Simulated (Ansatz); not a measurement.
# Free carriers and the phonons of InP (F-43m)

Aim: how far do free carriers move the optical modes of InP (F-43m)?

Method: DFT LDA, scalar-relativistic, plane waves, PAW; PAW set soft_1, in Ansatz 0.2.0.

Most raw output is cut from this account.

The database entry behind the starting cell differs from later determinations by our own check (0.1 to 0.3 % short, probably kX units), so it need not match the best structure at ambient conditions.

### Step 1. The structure

It takes space group F-43m (No. 216, cubic). The conventional cell has a = 5.861 Å, b = 5.861 Å, c = 5.861 Å, α = 90.00°, β = 90.00°, γ = 90.00°. Nearest to P lie 4 In at 2.54 Å. Nearest to In lie 4 P at 2.54 Å. Farther neighbours are not listed.

Coordinates:

```cif
data_structure
_symmetry_space_group_name_H-M 'F-43m'
_symmetry_Int_Tables_number 216
_cell_length_a 5.8610
_cell_length_b 5.8610
_cell_length_c 5.8610
_cell_angle_alpha 90.000
_cell_angle_beta 90.000
_cell_angle_gamma 90.000
_cell_volume 201.33
loop_
_atom_site_label
_atom_site_type_symbol
_atom_site_symmetry_multiplicity
_atom_site_Wyckoff_symbol
_atom_site_fract_x
_atom_site_fract_y
_atom_site_fract_z
_atom_site_occupancy
P1 P 4 c 0.25000 0.25000 0.25000 1
In1 In 4 a 0.00000 0.00000 0.00000 1
```

### Step 2. Relaxation

The cell and atoms are relaxed, since residual forces and stress would shift the frequencies.

File input.yaml:

```yaml
crystal:
  lattice:
    - [0.0, 2.9305, 2.9305]
    - [2.9305, 0.0, 2.9305]
    - [2.9305, 2.9305, 0.0]
  atoms:
    - { symbol: P, position: [0.75, 0.75, 0.75] }
    - { symbol: In, position: [0.0, 0.0, 0.0] }
kpoints:
  mp_grid: { grid: [10, 10, 10] }
hamiltonian:
  xc: lda
  pseudopotentials: { kind: paw, azcp: { folder: soft_1 }, xc_functional: pbe }
scf:
  occupations: { method: gaussian, width: 0.02 }
output:
  forces: true
  stress: true
  eigenvalues: true
relax:
  adjacent_minimum: "off"
  f_tol: 0.005
  max_steps: 80
  cell: { stress_tol: 0.05 }
```

The run is started by

```
ansatz run input.yaml --threads 8 --pin off --max-ram 16384MiB --backend cpu --events-out ev --progress --plain --runs-dir out
```

It took 3.9 s on 8 threads of Arm Neoverse N1, shared host; peak memory 0.38 GiB; 25 s of CPU time.

Relaxation path:

```
step  energy less that of the first step (eV)  largest force component (eV/Å)  pressure (GPa)  volume (Å³)
   1                                   0.0000                          0.0000           -1.20        50.33
   2                                  -0.0034                          0.0000            0.19        49.32
   3                                  -0.0034                          0.0000           -0.01        49.46
  4*                                  -0.0033                          0.0000           -0.01        49.46
```

Relaxation steps marked * repeat the geometry before them on a plane-wave basis chosen anew for their cell, so energy and pressure can jump there.

The run keeps the 24 symmetry operations that it works with, so distortions that break them were not tested.

| conventional cell, symmetrised | before | after | change |
| --- | --- | --- | --- |
| a (Å) | 5.861 | 5.827 | -0.6 % |
| b (Å) | 5.861 | 5.827 | -0.6 % |
| c (Å) | 5.861 | 5.827 | -0.6 % |
| volume (Å³/atom) | 25.17 | 24.73 | -1.7 % |

Final coordinates:

```cif
data_structure
_symmetry_space_group_name_H-M 'P 1'
_symmetry_Int_Tables_number 1
_cell_length_a 4.1203
_cell_length_b 4.1203
_cell_length_c 4.1203
_cell_angle_alpha 60.000
_cell_angle_beta 60.000
_cell_angle_gamma 60.000
_cell_volume 49.46
loop_
_atom_site_label
_atom_site_type_symbol
_atom_site_fract_x
_atom_site_fract_y
_atom_site_fract_z
_atom_site_occupancy
P1 P 0.75000 0.75000 0.75000 1
In2 In 0.00000 0.00000 0.00000 1
```

Numbers from this step:

```
pressure          : -0.007779 GPa
gap on the k-mesh : 0.5747 eV
volume per atom   : 24.73 Å³
```

In this step the volume went from 25.17 to 24.73 Å³/atom.

### Step 3. Tight relaxation

Phonons need small forces and stress, so the relaxation is finished with tight tolerances on 12×12×12 k points.

input.yaml, the sections that differ from step 2:

```yaml
crystal:
  lattice:
    - [0.0, 2.913490597, 2.913490597]
    - [2.913490597, 0.0, 2.913490597]
    - [2.913490597, 2.913490597, 0.0]
  atoms:
    - { symbol: P, position: [0.75, 0.75, 0.75] }
    - { symbol: In, position: [0.0, 0.0, 0.0] }
kpoints:
  mp_grid: { grid: [12, 12, 12] }
scf:
  occupations: { method: fixed }
relax:
  adjacent_minimum: "off"
  f_tol: 0.001
  max_steps: 60
  cell: { stress_tol: 0.01 }
# hamiltonian, output: as in step 2
```

Elapsed: 3 s, on 8 threads; peak memory 0.4 GiB.

Little changed from the start: no atom moved by 0.005 Å and no cell edge by 0.1 %.

Numbers from this step:

```yaml
pressure: -0.003758 GPa
gap_on_the_k_mesh: 0.5749 eV
```

The forces vanish by symmetry and the pressure is -0.004 GPa, within the tolerances set. The cell now holds 24.73 Å³/atom.

### Step 4. Ground state of a member: no carriers

The cell of the neutral crystal is kept with no carriers. The bands are sampled on 30×30×30 points with Fermi-Dirac filling of 0.03 eV.

input.yaml, the sections that differ from step 3:

```yaml
kpoints:
  mp_grid: { grid: [30, 30, 30] }
scf:
  occupations: { method: fermi_dirac, width: 0.03 }
# crystal, hamiltonian, output: as in step 3
# relax: removed
```

Wall time 10 s (8 threads); peak memory 0.82 GiB.

The forces vanish by symmetry.

### Step 5. Modes of this member: no carriers

The force constants come from the linear response of the density to a displacement.

The zone-centre modes follow for no carriers.

input.yaml, as its differences from that of step 4:

```diff
@@ -16,4 +16,4 @@
 output:
-  forces: true
-  stress: true
   eigenvalues: true
+phonons:
+  method: dfpt
```

Run time: 1.7 min. Hardware: 8 threads; peak memory 3.5 GiB.

Numbers from this step:

```yaml
sum_rule_residual_before_enforcement: 1.00e-4 eV/Å²
point_group: -43m
highest_optical_mode_at_the_zone_centre_no_lo_to_term: 303.6 cm⁻¹
lowest_optical_zone_centre_mode: 303.6 cm⁻¹
```

Without the LO-TO term. Patterns of degenerate modes are one choice out of their space. Modes at Γ, with each element's share of the kinetic energy:

```csv
mode,frequency (cm⁻¹),symmetry,P %,In %
1,0.0,acoustic,21,79
2,0.0,acoustic,21,79
3,0.0,acoustic,21,79
4,303.6,T2,79,21
5,303.6,T2,79,21
6,303.6,T2,79,21
```

Displacements in mode 6 (303.6 cm⁻¹), the largest set to 1:
```
P1   0.00  1.00  0.00
In2  0.00 -0.27  0.00
```

The optical mode without the LO-TO term lies at 303.6 cm⁻¹.

### Step 6. Ground state of a member: 15 × 10²⁰ holes per cm³

The cell of the neutral crystal is kept with 15 × 10²⁰ holes per cm³, balanced by a uniform background. The bands are sampled on 30×30×30 points with Fermi-Dirac filling of 0.03 eV.

input.yaml, as its differences from that of step 5:

```diff
@@ -8,2 +8,3 @@
     - { symbol: In, position: [0.0, 0.0, 0.0] }
+total_charge: 0.074193
 kpoints:
@@ -16,4 +17,4 @@
 output:
+  forces: true
+  stress: true
   eigenvalues: true
-phonons:
-  method: dfpt
```

Run time: 10 s. Hardware: 8 threads; peak memory 0.83 GiB; 76 s of CPU time.

The forces vanish by symmetry.

### Step 7. Zone-centre modes of the member: 15 × 10²⁰ holes per cm³

The zone-centre modes follow for 15 × 10²⁰ holes per cm³.

input.yaml, as its differences from that of step 6:

```diff
@@ -17,4 +17,4 @@
 output:
-  forces: true
-  stress: true
   eigenvalues: true
+phonons:
+  method: dfpt
```

The job ended after 1.7 min (8 threads; peak memory 3.5 GiB; 12 min of CPU time).

Numbers from this step:

* sum-rule residual before enforcement: 7.05e-5 eV/Å²
* highest optical mode at the zone centre (no LO-TO term): 291.9 cm⁻¹
* lowest optical zone-centre mode: 291.9 cm⁻¹

Without the LO-TO term. Patterns of degenerate modes are one choice out of their space. Modes at Γ, with each element's share of the kinetic energy:

```
mode  frequency (cm⁻¹)  symmetry  P %  In %
   1               0.0  acoustic   21    79
   2               0.0  acoustic   21    79
   3               0.0  acoustic   21    79
   4             291.9        T2   79    21
   5             291.9        T2   79    21
   6             291.9        T2   79    21
```

The optical mode without the LO-TO term lies at 291.9 cm⁻¹.

Between step 5 and this run (carriers -15 × 10²⁰ cm⁻³) the value for the highest optical mode at the zone centre (no LO-TO term) moves from 304 cm⁻¹ to 292 cm⁻¹ (-4 %).

### Step 8. A check on a coarser mesh: 2 × 10²⁰ holes per cm³

To see what the mesh is worth, the run for 2 × 10²⁰ holes per cm³ is repeated on 24×24×24 points.

input.yaml, as its differences from that of step 7:

```diff
@@ -8,5 +8,5 @@
     - { symbol: In, position: [0.0, 0.0, 0.0] }
-total_charge: 0.074193
+total_charge: 0.009892
 kpoints:
-  mp_grid: { grid: [30, 30, 30] }
+  mp_grid: { grid: [24, 24, 24] }
 hamiltonian:
```

Elapsed: 54 s, on 8 threads; peak memory 2 GiB.

Numbers from this step:

- sum-rule residual before enforcement: 1.96e-5 eV/Å²
- highest optical mode at the zone centre (no LO-TO term): 298.9 cm⁻¹
- lowest optical zone-centre mode: 298.9 cm⁻¹

The highest mode comes at 298.9 cm⁻¹, against 298.7 cm⁻¹ on 30×30×30 points.

### Step 9. A check on a coarser mesh: 10 × 10²⁰ holes per cm³

To see what the mesh is worth, the run for 10 × 10²⁰ holes per cm³ is repeated on 24×24×24 points.

input.yaml, as its differences from that of step 8:

```diff
@@ -8,3 +8,3 @@
     - { symbol: In, position: [0.0, 0.0, 0.0] }
-total_charge: 0.009892
+total_charge: 0.049462
 kpoints:
```

Wall time 54 s (8 threads); peak memory 2 GiB.

This step gave:

- sum-rule residual before enforcement: 4.88e-5 eV/Å²
- highest optical mode at the zone centre (no LO-TO term): 293.7 cm⁻¹
- lowest optical zone-centre mode: 293.7 cm⁻¹

The highest mode comes at 293.7 cm⁻¹, against 293.8 cm⁻¹ on 30×30×30 points.

### Step 10. The series together

The members are set side by side, also those not shown above.

Electrons count positive and holes negative; without the LO-TO term; modes are tracked from the neutral crystal by their patterns, and those within 0.3 cm⁻¹ of each other stand once; the cell of the neutral crystal is kept and the atoms are relaxed where symmetry leaves them free; all runs use 30×30×30 k points and Fermi-Dirac smearing of 0.03 eV. Optical modes along the series:

| carriers (10²⁰ cm⁻³) | mode 4 T2 (cm⁻¹) |
| --- | --- |
| -15 | 291.9 |
| -10 | 293.8 |
| -6 | 295.5 |
| -4 | 296.7 |
| -2 | 298.7 |
| -1 | 300.3 |
| 0 | 303.6 |

### Step 11. What came out

| Item | Value |
| --- | --- |
| members | 7 |
| mode | mode 4 T2 |
| its frequency without carriers | 303.62 cm⁻¹ |
| its frequency at -15 × 10²⁰ cm⁻³ | 291.85 cm⁻¹ |

**Reading.** At 15 × 10²⁰ holes per cm³ the optical mode has moved by -11.77 cm⁻¹ from 303.62 cm⁻¹. At 2 and 10 × 10²⁰ cm⁻³ the coarser mesh moves the optical modes by up to 0.19 cm⁻¹, a measure of the error left by the mesh there. The response is adiabatic: the carriers follow the ions at once. Where they cannot, as for a zone-centre mode faster than their scattering, measured shifts differ, and line shapes are not given here. A static distortion lets holes move between the bands that it splits, which a fast mode allows only in part, so this softening can be well above the one seen in Raman spectra. The background stands for dopants without their size, scattering or local bonds, and the cell is that of the neutral crystal, although carriers also change the volume at rest, which would shift the modes as well. Spin-orbit coupling, which splits the valence bands that hold the holes, is left out. In a polar crystal the carriers also screen the field of the longitudinal modes, often the largest effect; only modes without that field are treated here. These are harmonic frequencies of a static lattice, with warm electrons: anharmonic shifts, linewidths and thermal expansion are left out. The PAW files were made for PBE; the program adapts parts of them to the functional of the run, but their partial waves stay those of PBE, an approximation that was not tested in this session. Only the zone centre was solved, so an instability at another wavevector cannot show here.

[Logs are printed without paths, hosts, clocks, repeated set-up lines and the standing remarks that a program may print on its own settings, such as how far it seeks lower states.]

[Hosts, paths, dates, database ids (printed as entryN), source tags and the programs' standing remarks are cut or masked in the printed files.]
